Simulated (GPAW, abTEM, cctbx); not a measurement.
# (ZnSe)2(BeTe)2: the scripts behind a bonding study

Short scripts, each with its output. The cell is a (ZnSe)2(BeTe)2 superlattice along [001] of the zinc-blende type, started at the mean lattice constant and relaxed freely, with no substrate.

## 1. Build the all-electron density and subtract free atoms

```text
cell
1.0
     4.022368930    0.000000000    0.000000000
     0.000000000    4.031508790    0.000000000
     0.000000000    0.000000000   11.410791400
Te Se Zn Be
2 2 2 2
Direct
0.000000000 0.500000000 0.384501150
0.500000000 0.000000000 0.139195540
0.000000000 0.500000000 0.865499670
0.500000000 0.000000000 0.611186870
0.000000000 0.000000000 0.991905470
0.500000000 0.500000000 0.738910160
0.000000000 0.000000000 0.508091710
0.500000000 0.500000000 0.260797710
```

```python
import numpy as np
from ase.io import read
from ase.units import Bohr
from gpaw import GPAW, PW, FermiDirac
from gpaw.calculator import GPAW as OldGPAW
from gpaw.mpi import serial_comm, world
from scipy.special import erfc
from scipy.spatial import cKDTree

atoms = read("cell.vasp")
atoms.calc = GPAW(mode=PW(450), xc="PBE", kpts={"size": (6, 6, 3), "gamma": True},
                 occupations=FermiDirac(0.1), maxiter=120, symmetry={"tolerance": 1e-5}, txt="scf.txt")
atoms.get_potential_energy()
rho = atoms.calc.get_all_electron_density(gridrefinement=2)
moments = atoms.get_magnetic_moments() if atoms.calc.get_number_of_spins() == 2 else np.zeros(len(atoms))
total = atoms.get_magnetic_moment() if moments.any() else 0.0
if world.rank == 0:
    free = OldGPAW(mode=PW(450), xc="PBE", txt=None, communicator=serial_comm)
    neutral = atoms.copy()
    neutral.set_initial_magnetic_moments(None)
    free.initialize(neutral)
    free.set_positions(neutral)
    drho = rho - free.get_all_electron_density(gridrefinement=2)
    # GPAW starts from confined atoms: exchange their smooth part for that of the datasets' free atoms
    h = np.stack(np.meshgrid(*[np.fft.fftfreq(n, 1 / n) for n in drho.shape], indexing="ij"), -1)
    gabs = np.linalg.norm(h @ atoms.cell.reciprocal(), axis=-1)
    tails = np.fft.fftn(free.get_pseudo_density(gridrefinement=2))
    g, form, v0 = np.linspace(0, gabs.max(), 1500), {}, 0
    for e in set(atoms.symbols):
        idx = atoms.symbols.search(e)
        d = free.setups[idx[0]].data
        r, w = d.rgd.r_g * Bohr, d.rgd.r_g**2 * d.rgd.dr_g
        j0 = np.sinc(2 * g[:, None] * r)
        smooth = sum(f * p**2 for f, p in zip(d.f_j, d.phit_jg)) + np.sqrt(4 * np.pi) * d.nct_g
        full = sum(f * p**2 for f, p in zip(d.f_j, d.phi_jg)) + np.sqrt(4 * np.pi) * d.nc_g
        phase = sum(np.exp(-2j * np.pi * h @ s) for s in atoms.get_scaled_positions()[idx])
        tails -= np.interp(gabs, g, j0 @ (smooth * w)) * phase * drho.size / atoms.get_volume()
        form[e] = j0 @ (full * w)
        v0 += 2 * np.pi / 3 * 14.3996 * (full * w * r**2).sum() * len(idx)  # V A^3
    tails *= 0.5 * erfc((gabs - 1.8) / 0.25)  # the tails differ at long wavelengths alone
    drho += np.fft.ifftn(tails).real  # crystal minus superposed spherical free atoms
    np.save("drho.npy", drho)
    dv = atoms.get_volume() / drho.size
    print("grid", drho.shape, " electrons %.3f" % (rho.sum() * dv), " moved by bonding %.3f e" % (abs(drho).sum() * dv / 2))
    pts = np.indices(drho.shape).reshape(3, -1).T / drho.shape @ atoms.cell
    shifts = (np.indices((3, 3, 3)).reshape(3, -1).T - 1) @ atoms.cell
    images = (atoms.positions[None] + shifts[:, None]).reshape(-1, 3)
    dist, idx = cKDTree(images).query(pts, k=4)
    out = drho.ravel()[dist[:, 0] > 0.5]
    print("deformation density beyond 0.5 A of the nuclei: max %.3f, min %.3f e/A^3" % (out.max(), out.min()))
    tie = dist < dist[:, :1] + 1e-4
    q = -np.bincount((idx % len(atoms))[tie], (drho.ravel()[:, None] / tie.sum(1, keepdims=True) * tie)[tie], len(atoms)) * dv
    print("atom        x       y       z   Voronoi charge  moment")
    for a, s, c, m in zip(atoms, atoms.get_scaled_positions(), q, moments):
        print("%-2s%-3d %7.4f %7.4f %7.4f %10.3f %10.2f" % (a.symbol, a.index + 1, *s, c, m))
    np.savez("free.npz", g=g, **form)
    print("mean inner potential of superposed free atoms %.3f V" % (v0 / atoms.get_volume()))
    print("total magnetic moment %.3f muB" % total)
```

```console
$ OMP_NUM_THREADS=1 mpirun -n 4 gpaw python run.py > gpaw.log
```

```text
grid (40, 40, 112)  electrons 240.000  moved by bonding 1.572 e
deformation density beyond 0.5 A of the nuclei: max 0.123, min -0.076 e/A^3
atom        x       y       z   Voronoi charge  moment
Te1    0.0000  0.5000  0.3845      0.029       0.00
Te2    0.5000  0.0000  0.1392     -0.052       0.00
Se3    0.0000  0.5000  0.8655     -0.233       0.00
Se4    0.5000  0.0000  0.6112     -0.152       0.00
Zn5    0.0000  0.0000  0.9919      0.193       0.00
Zn6    0.5000  0.5000  0.7389      0.240       0.00
Be7    0.0000  0.0000  0.5081      0.018       0.00
Be8    0.5000  0.5000  0.2608     -0.044       0.00
mean inner potential of superposed free atoms 13.965 V
total magnetic moment 0.000 muB
```

Time: 26 s on 4 cores of Arm Neoverse V1 (shared host), peak memory 0.88 GiB.

## 2. Fourier-transform the difference

```python
from cctbx import adptbx, crystal, miller, xray
from cctbx.eltbx import tiny_pse
import numpy as np

cs = crystal.symmetry(unit_cell=(4.0224, 4.0315, 11.4108, 90, 90, 90), space_group_symbol='Hall: P 2 -2')  # Pmm2
atoms = [  # label, site, U (iso, or U11 U22 U33 U12 U13 U23 in A^2), occupancy
    ("Te1", (0, 0.5, 0.3845), 0.0000, 1),
    ("Te2", (0.5, 0, 0.1392), 0.0000, 1),
    ("Se1", (0, 0.5, 0.8655), 0.0000, 1),
    ("Se2", (0.5, 0, 0.61119), 0.0000, 1),
    ("Zn1", (0, 0, 0.99191), 0.0000, 1),
    ("Zn2", (0.5, 0.5, 0.73891), 0.0000, 1),
    ("Be1", (0, 0, 0.50809), 0.0000, 1),
    ("Be2", (0.5, 0.5, 0.2608), 0.0000, 1),
]
xs = xray.structure(crystal_symmetry=cs)
for label, site, u, occ in atoms:
    u = adptbx.u_cif_as_u_star(cs.unit_cell(), u) if isinstance(u, tuple) else u
    xs.add_scatterer(xray.scatterer(label, site=site, u=u, occupancy=occ))
xs.scattering_type_registry(table="wk1995")
drho = np.load("drho.npy")
T = np.array([[1, 0, 0], [0, 1, 0], [0, 0, 1]])  # conventional axes in terms of the primitive ones
dF = np.fft.ifftn(drho) * 185.03985  # electrons a conventional cell, indexed by primitive hkl
ms = miller.build_set(cs, anomalous_flag=False, d_min=0.9).sort("resolution")
iam = ms.structure_factors_from_scatterers(xs, algorithm="direct").f_calc()
p1 = xs.expand_to_p1()
z = np.array([tiny_pse.table(sc.scattering_type).atomic_number() for sc in p1.scatterers()])
x = np.array(p1.sites_frac())
free = np.load("free.npz")
print("static structure factors of the conventional cell: F in electrons, V (Mott-Bethe) in volts")
print("   h  k  l      d  |F| table  |F| free   |F| DFT   change   |V| free  |V| DFT  change %")
for h, d, table in list(zip(ms.indices(), ms.d_spacings().data(), iam.data()))[:16]:
    df = dF[tuple(np.rint(np.linalg.solve(T, h)).astype(int))]
    phase = np.exp(2j * np.pi * x @ h)
    f = sum(np.interp(1 / d, free["g"], free[sc.scattering_type]) * p for sc, p in zip(p1.scatterers(), phase))
    fz = (z * phase).sum()
    c = 14.3996 * d * d / (np.pi * cs.unit_cell().volume())
    v0, v1 = abs(fz - f) * c, abs(fz - f - df) * c
    print("%4d%3d%3d %7.4f %9.3f %9.3f %9.3f %8.3f %9.3f %8.3f %8s" % (h + (d, abs(table), abs(f), abs(f + df), abs(f + df) - abs(f), v0, v1, "%.1f" % (100 * (v1 / v0 - 1)) if v0 > 0.02 else "-")))
```

```console
$ python run.py
```

```text
static structure factors of the conventional cell: F in electrons, V (Mott-Bethe) in volts
   h  k  l      d  |F| table  |F| free   |F| DFT   change   |V| free  |V| DFT  change %
   0  0  1 11.4108    14.566    14.571    14.523   -0.048     0.561    0.450    -19.9
   0  0  2  5.7054     1.039     1.040     1.044    0.004     0.047    0.041    -12.8
   0  1  0  4.0315     0.000     0.000     0.020    0.020     0.000    0.008        -
   1  0  0  4.0224     0.000     0.000     0.019    0.019     0.000    0.008        -
   0  0  3  3.8036    37.302    37.309    37.090   -0.219     1.151    1.212      5.2
   0  1  1  3.8012    56.250    56.260    56.009   -0.251     1.932    2.022      4.6
   1  0  1  3.7936    15.493    15.463    15.249   -0.214     0.249    0.306     22.8
   0  1  2  3.2925   149.518   149.613   150.193    0.580     6.861    6.705     -2.3
   1  0  2  3.2875   163.511   163.595   164.092    0.497     7.302    7.169     -1.8
   0  0  4  2.8527    85.194    85.328    85.509    0.181     3.157    3.120     -1.2
   1  1  0  2.8475    87.541    87.690    87.928    0.238     3.276    3.228     -1.5
   0  1  3  2.7666    49.276    49.239    49.043   -0.196     1.817    1.849      1.8
   1  0  3  2.7637    41.975    41.928    41.629   -0.299     1.286    1.334      3.7
   1  1  1  2.7628    54.630    54.558    54.303   -0.255     1.740    1.789      2.8
   1  1  2  2.5478     1.806     1.804     1.776   -0.028     0.062    0.067      7.4
   0  1  4  2.3287     2.706     2.707     2.708    0.002     0.106    0.105     -0.4
```

Time: 0.33 s on 1 core of Arm Neoverse V1 (shared host), peak memory 0.08 GiB.

## 3. Propagate a plane wave with and without the bonding term

```python
import abtem
import numpy as np
from ase.build import make_supercell
from ase.io import read

abtem.config.set({"dask.lazy": False, "fft": "fftw", "diagnostics.progress_bar": False})
M = [[0, 1, 0], [0, 0, 1], [1, 0, 0]]  # rows: x, y and beam direction in the primitive cell's axes
unit = make_supercell(read("cell.vasp"), M)
unit.set_cell(list(unit.cell.lengths()) + [90, 90, 90], scale_atoms=True)
unit.positions[:, 2] += 0.5028  # keeps atomic planes off the slice boundaries
unit.wrap()
slab = unit * (2, 2, 144)
print(slab.get_chemical_formula(), "| box %.2f x %.2f x %.2f A" % tuple(slab.cell.lengths()))

# change of the potential by bonding, from the DFT deformation density (Poisson's equation term by term)
drho = np.load("drho.npy")
prim = read("cell.vasp")
h = np.stack(np.meshgrid(*[np.fft.fftfreq(n, 1 / n) for n in drho.shape], indexing="ij"), -1).reshape(-1, 3).astype(int)
g2 = ((h @ prim.cell.reciprocal()) ** 2).sum(1)
keep = (g2 > 0) & (g2 < 2.5**2)
shape = (116, 327, 24)
vg = np.zeros(shape, complex)
hm = h[keep] @ np.array(M).T
move = np.exp(-2j * np.pi * hm[:, 2] * (0.5028 / unit.cell[2, 2] - 0.5 / shape[2]))  # the same shift, sampled at mid-points
vg[tuple(hm.T % np.array(shape)[:, None])] = -14.3996 / np.pi * (np.fft.fftn(drho).ravel() / drho.size)[keep] / g2[keep] * move
dV = np.fft.ifftn(vg).real * vg.size
dV = dV.reshape(116, 327, 4, 6).mean(3) * unit.cell[2, 2] / 4  # V A, projected in each slice
dV = np.tile(dV.transpose(2, 0, 1), (144, 2, 2))


def build(atoms):
    p = abtem.Potential(atoms, gpts=(232, 654), slice_thickness=[slab.cell[2, 2] / 576] * 576,
                        parametrization="lobato", projection="infinite", exit_planes=48).build()
    p.array[:] += BONDING * dV
    return p


sigmas = {'Te': 0.078, 'Se': 0.084, 'Zn': 0.086, 'Be': 0.111}  # r.m.s. displacement along each axis, A
u = np.array([sigmas[s] for s in slab.symbols])[:, None]
rng = np.random.default_rng(709)


def potentials():
    for _ in range(3):  # frozen phonons, one configuration at a time
        atoms = slab.copy()
        atoms.positions += u * rng.standard_normal((len(atoms), 3))
        atoms.wrap()
        yield build(atoms)


for label, BONDING in (("IAM", 0.0), ("DFT", 1.0)):
    print("=====", label)
    rng = np.random.default_rng(709)  # the same displacements for both
    potential = build(slab)
    print("grid", potential.gpts, "slices", potential.num_slices)
    thickness = potential.exit_thicknesses
    wave = abtem.PlaneWave(energy=200000)
    dp = np.mean([wave.multislice(p).diffraction_patterns(max_angle="valid").array for p in potentials()], axis=0)
    hkl = [(0, 0, 0), (0, 0, 1), (0, 0, 2), (0, 1, 0), (0, 0, 3), (0, 1, 1), (0, 1, 2)]
    nx, ny = dp.shape[-2:]
    print("intensity of each beam, fraction of the incident wave")
    print("  t (A)" + "".join("%9s" % " ".join(map(str, h)) for h in hkl) + "  diffuse    total")
    grid = np.zeros((nx, ny), bool)
    grid[nx // 2 % 2::2, ny // 2 % 2::2] = True
    for t, a in list(zip(thickness, dp))[1:]:
        idx = [np.rint(np.array(M) @ np.linalg.solve([[1, 0, 0], [0, 1, 0], [0, 0, 1]], h)).astype(int) for h in hkl]
        print("%7.1f" % t + "".join("%9.5f" % a[nx // 2 + i[0] * 2, ny // 2 + i[1] * 2] for i in idx) + "%9.4f%9.4f" % (a[~grid].sum(), a.sum()))
```

```console
$ python run.py
```

```text
Be1152Se1152Te1152Zn1152 | box 8.06 x 22.82 x 579.22 A
===== IAM
grid (232, 654) slices 576
intensity of each beam, fraction of the incident wave
  t (A)    0 0 0    0 0 1    0 0 2    0 1 0    0 0 3    0 1 1    0 1 2  diffuse    total
   48.3  0.66467  0.00291  0.00001  0.00003  0.00083  0.00048  0.02555   0.0441   0.9974
   96.5  0.53880  0.01826  0.00008  0.00007  0.00093  0.00631  0.01497   0.0922   0.9948
  144.8  0.59208  0.02732  0.00005  0.00013  0.00502  0.00473  0.00554   0.1239   0.9928
  193.1  0.46543  0.03652  0.00008  0.00024  0.00811  0.00096  0.02427   0.1407   0.9913
  241.3  0.33423  0.05623  0.00024  0.00070  0.00683  0.00402  0.01781   0.1657   0.9894
  289.6  0.25313  0.07708  0.00009  0.00143  0.01126  0.00447  0.00651   0.1897   0.9875
  337.9  0.17876  0.10857  0.00026  0.00305  0.01933  0.00114  0.00648   0.2096   0.9858
  386.1  0.12415  0.13570  0.00055  0.00572  0.01678  0.00139  0.00389   0.2265   0.9843
  434.4  0.07176  0.14332  0.00037  0.00684  0.01432  0.00112  0.00239   0.2439   0.9825
  482.7  0.03311  0.16761  0.00155  0.00988  0.01551  0.00045  0.00317   0.2592   0.9810
  531.0  0.01842  0.18714  0.00317  0.01362  0.01146  0.00045  0.00510   0.2726   0.9797
  579.2  0.00629  0.18624  0.00402  0.01394  0.00592  0.00052  0.00918   0.2835   0.9783
===== DFT
grid (232, 654) slices 576
intensity of each beam, fraction of the incident wave
  t (A)    0 0 0    0 0 1    0 0 2    0 1 0    0 0 3    0 1 1    0 1 2  diffuse    total
   48.3  0.66618  0.00313  0.00001  0.00002  0.00083  0.00058  0.02470   0.0441   0.9974
   96.5  0.54883  0.01607  0.00006  0.00006  0.00076  0.00636  0.01425   0.0923   0.9948
  144.8  0.62047  0.02243  0.00003  0.00010  0.00397  0.00425  0.00506   0.1237   0.9928
  193.1  0.50233  0.02841  0.00005  0.00017  0.00640  0.00107  0.02391   0.1396   0.9914
  241.3  0.37368  0.04641  0.00016  0.00051  0.00577  0.00493  0.01778   0.1644   0.9895
  289.6  0.30643  0.06680  0.00004  0.00113  0.01046  0.00504  0.00681   0.1881   0.9875
  337.9  0.23738  0.09417  0.00020  0.00255  0.01717  0.00152  0.00850   0.2066   0.9860
  386.1  0.17696  0.11927  0.00039  0.00473  0.01415  0.00251  0.00588   0.2232   0.9844
  434.4  0.11884  0.13034  0.00026  0.00577  0.01313  0.00207  0.00307   0.2405   0.9827
  482.7  0.07246  0.15846  0.00125  0.00861  0.01477  0.00090  0.00283   0.2546   0.9812
  531.0  0.05011  0.18205  0.00207  0.01191  0.01002  0.00104  0.00450   0.2670   0.9799
  579.2  0.02731  0.18662  0.00227  0.01222  0.00483  0.00097  0.00858   0.2771   0.9786
```

Time: 3.4 min.

## 4. Scan a probe

```python
import abtem
import numpy as np
from ase.build import make_supercell
from ase.io import read

abtem.config.set({"dask.lazy": False, "fft": "fftw", "diagnostics.progress_bar": False})
M = [[0, 1, 0], [0, 0, 1], [1, 0, 0]]  # rows: x, y and beam direction in the primitive cell's axes
unit = make_supercell(read("cell.vasp"), M)
unit.set_cell(list(unit.cell.lengths()) + [90, 90, 90], scale_atoms=True)
unit.positions[:, 2] += 0.5028  # keeps atomic planes off the slice boundaries
unit.wrap()
slab = unit * (3, 2, 8)
print(slab.get_chemical_formula(), "| box %.2f x %.2f x %.2f A" % tuple(slab.cell.lengths()))

# change of the potential by bonding, from the DFT deformation density (Poisson's equation term by term)
drho = np.load("drho.npy")
prim = read("cell.vasp")
h = np.stack(np.meshgrid(*[np.fft.fftfreq(n, 1 / n) for n in drho.shape], indexing="ij"), -1).reshape(-1, 3).astype(int)
g2 = ((h @ prim.cell.reciprocal()) ** 2).sum(1)
keep = (g2 > 0) & (g2 < 2.5**2)
shape = (29, 82, 24)
vg = np.zeros(shape, complex)
hm = h[keep] @ np.array(M).T
move = np.exp(-2j * np.pi * hm[:, 2] * (0.5028 / unit.cell[2, 2] - 0.5 / shape[2]))  # the same shift, sampled at mid-points
vg[tuple(hm.T % np.array(shape)[:, None])] = -14.3996 / np.pi * (np.fft.fftn(drho).ravel() / drho.size)[keep] / g2[keep] * move
dV = np.fft.ifftn(vg).real * vg.size
dV = dV.reshape(29, 82, 4, 6).mean(3) * unit.cell[2, 2] / 4  # V A, projected in each slice
dV = np.tile(dV.transpose(2, 0, 1), (8, 3, 2))


def build(atoms):
    p = abtem.Potential(atoms, gpts=(87, 164), slice_thickness=[slab.cell[2, 2] / 32] * 32,
                        parametrization="lobato", projection="infinite", exit_planes=16).build()
    p.array[:] += BONDING * dV
    return p


def potentials():
    yield build(slab)  # atoms at rest


for label, BONDING in (("IAM", 0.0), ("DFT", 1.0)):
    print("=====", label)
    potential = build(slab)
    print("grid", potential.gpts, "slices", potential.num_slices)
    thickness = potential.exit_thicknesses
    probe = abtem.Probe(energy=200000, semiangle_cutoff=18)
    probe.grid.match(potential)
    print("wavelength %.5f A, largest angle on the grid %.0f mrad" % (probe.wavelength, min(probe.cutoff_angles)))
    detectors = {"ABF": (9, 18), "BF": (0, 9), "LAADF": (22, 58)}  # mrad
    columns = [  # name, x, y (A)
        ("Te", 2.016, 4.387),
        ("Te_b", 0.000, 1.588),
        ("Se", 2.016, 9.876),
        ("Se_b", 0.000, 6.974),
        ("Zn", 0.000, 11.318),
        ("Zn_b", 2.016, 8.432),
        ("void", 0.000, 9.034),
    ]
    scan = abtem.GridScan(start=(0.0000, 0.0000), end=(4.0315, 11.4108), gpts=(12, 34), endpoint=False)
    dets = [abtem.AnnularDetector(*v) for v in detectors.values()] + [abtem.PixelatedDetector(max_angle=27)]
    runs = [probe.scan(p, scan=scan, detectors=dets, max_batch=32) for p in potentials()]
    out = [sum(x[1:], x[0]) / len(x) for x in zip(*runs)]
    images = dict(zip(detectors, out))
    images["iCOM"] = out[-1].center_of_mass().integrate_gradient()
    np.save(label + "_pacbed.npy", out[-1].array.mean(axis=(1, 2)))
    print("PACBED pixel %.3f x %.3f mrad" % out[-1].angular_sampling)
    for name, im in images.items():
        im = im.interpolate(sampling=0.1, boundary="periodic").gaussian_filter(0.25)
        np.save(label + "_" + name + ".npy", im.array)
        print(name, "signal at the columns" + (", fraction of the beam" if name in detectors else ""))
        print("  t (A)     mean" + "".join("%10s" % c[0][:9] for c in columns))
        for t, a in list(zip(thickness, im.array))[1:]:
            at = [a[round((x - 0.0000) / im.sampling[0]) % a.shape[0], round((y - 0.0000) / im.sampling[1]) % a.shape[1]] for _, x, y in columns]
            print("%7.1f %8.5f" % (t, a.mean()) + "".join("%10.5f" % v for v in at))
```

```console
$ python run.py
```

```text
Be96Se96Te96Zn96 | box 12.09 x 22.82 x 32.18 A
===== IAM
grid (87, 164) slices 32
wavelength 0.02508 A, largest angle on the grid 58 mrad
PACBED pixel 2.074 x 1.099 mrad
ABF signal at the columns, fraction of the beam
  t (A)     mean        Te      Te_b        Se      Se_b        Zn      Zn_b      void
   16.1  0.69684   0.44188   0.41256   0.55998   0.53970   0.58222   0.59758   0.72410
   32.2  0.65411   0.32702   0.32828   0.35813   0.33701   0.38658   0.41167   0.70930
BF signal at the columns, fraction of the beam
  t (A)     mean        Te      Te_b        Se      Se_b        Zn      Zn_b      void
   16.1  0.24999   0.16486   0.15610   0.21112   0.21098   0.21809   0.23230   0.26165
   32.2  0.23485   0.06709   0.05577   0.14972   0.14486   0.16792   0.19753   0.26364
LAADF signal at the columns, fraction of the beam
  t (A)     mean        Te      Te_b        Se      Se_b        Zn      Zn_b      void
   16.1  0.03002   0.26084   0.27207   0.14754   0.15452   0.13106   0.11505   0.00408
   32.2  0.05633   0.32532   0.28339   0.25562   0.24776   0.23524   0.21870   0.00962
iCOM signal at the columns
  t (A)     mean        Te      Te_b        Se      Se_b        Zn      Zn_b      void
   16.1  0.03673   0.12599   0.12094   0.09496   0.09531   0.08341   0.08306   0.01666
   32.2  0.03673   0.15980   0.13478   0.13691   0.13258   0.11795   0.12172   0.00138
===== DFT
grid (87, 164) slices 32
wavelength 0.02508 A, largest angle on the grid 58 mrad
PACBED pixel 2.074 x 1.099 mrad
ABF signal at the columns, fraction of the beam
  t (A)     mean        Te      Te_b        Se      Se_b        Zn      Zn_b      void
   16.1  0.69697   0.44240   0.41303   0.56092   0.54063   0.58141   0.59691   0.72414
   32.2  0.65448   0.32687   0.32803   0.35949   0.33816   0.38499   0.41027   0.70935
BF signal at the columns, fraction of the beam
  t (A)     mean        Te      Te_b        Se      Se_b        Zn      Zn_b      void
   16.1  0.24998   0.16479   0.15606   0.21093   0.21075   0.21825   0.23251   0.26172
   32.2  0.23485   0.06699   0.05575   0.14939   0.14438   0.16831   0.19799   0.26395
LAADF signal at the columns, fraction of the beam
  t (A)     mean        Te      Te_b        Se      Se_b        Zn      Zn_b      void
   16.1  0.02998   0.26071   0.27188   0.14733   0.15438   0.13123   0.11514   0.00406
   32.2  0.05622   0.32523   0.28333   0.25534   0.24764   0.23550   0.21888   0.00955
iCOM signal at the columns
  t (A)     mean        Te      Te_b        Se      Se_b        Zn      Zn_b      void
   16.1  0.03591   0.12410   0.11970   0.09380   0.09338   0.08402   0.08346   0.01677
   32.2  0.03591   0.15695   0.13341   0.13549   0.12946   0.12001   0.12316   0.00228
```

Time: 31 s.

[Outputs are excerpts: Python notices, other lines and further rows are left out; steps that failed or that the build refused (PBEsol, TPSS) are not shown.]

[Logs are printed without paths, hosts, clocks, repeated set-up lines and the standing remarks that a program may print on its own settings, such as how far it seeks lower states.]
